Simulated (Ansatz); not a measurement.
Planning a run of Ansatz 0.2.0 on BaNaCeSbO6 (I-4m2). The input:

```yaml
crystal:
  lattice:
    - [0.0, 4.24331034, 4.24331034]
    - [4.1796606849, 0.0, 4.24331034]
    - [4.1796606849, 4.24331034, 0.0]
  atoms:
    - { symbol: Na, position: [0.75, 0.75, 0.75] }
    - { symbol: Ba, position: [0.25, 0.25, 0.25] }
    - { symbol: Ce, position: [0.0, 0.0, 0.0] }
    - { symbol: Sb, position: [0.5, 0.5, 0.5] }
    - { symbol: O, position: [0.7383092935, 0.2616907065, 0.2616907065] }
    - { symbol: O, position: [0.2616907065, 0.7383092935, 0.7383092935] }
    - { symbol: O, position: [0.7370786244, 0.7370786244, 0.2629213756] }
    - { symbol: O, position: [0.2629213756, 0.2629213756, 0.7370786244] }
    - { symbol: O, position: [0.2629213756, 0.7370786244, 0.2629213756] }
    - { symbol: O, position: [0.7370786244, 0.2629213756, 0.7370786244] }
kpoints:
  mp_grid: { grid: [4, 4, 4] }
  band_path:
    path:
      - [0.0, 0.0, 0.0]
      - [-0.5, -0.5, 0.0]
      - [-0.375, -0.375, 0.25]
      - [-0.375, 0.0, 0.375]
      - [0.0, 0.0, 0.5]
      - [-0.5, -0.25, 0.25]
    npoints: 1
hamiltonian:
  xc: hse06
  pseudopotentials: { kind: paw, azcp: { folder: soft_1 } }
scf:
  occupations: { method: fixed }
  n_extra_bands: 7
output:
  eigenvalues: true
```

```sh
ansatz run input.yaml --threads 2 --pin off --max-ram 92160MiB --backend cuda --events-out ev --progress --plain --runs-dir out --devices 1 --max-vram 13GiB
```

Q: Estimate wall time and host memory on 1 × NVIDIA H100 80GB HBM3 (shared by 6 runs) with 2 threads of AMD EPYC 7R13 (Zen 3), shared host.

It took 39 s; on shared hardware allow 19 s to 78 s. Peak host memory was 1.5 GiB. The sizes that set the cost: 2925 plane waves a state, 13 irreducible k points and 23 SCF cycles.

Exact exchange couples every pair of k points and filled bands, so it costs far more than a semilocal run.

[Paths, hosts, dates, memory and timing lines, banners, echoed tables and standing remarks are left out of the program output.]

[Logs are printed without paths, hosts, clocks, repeated set-up lines and the standing remarks that a program may print on its own settings, such as how far it seeks lower states.]

[Runs of the session that timed out or met a known fault of the program may be left out.]

[Cells called generated may have been cut or substituted from an entry of the Crystallography Open Database or the Materials Project.]

[Hosts, paths, dates, database ids (printed as entryN), source tags and the programs' standing remarks are cut or masked in the printed files.]
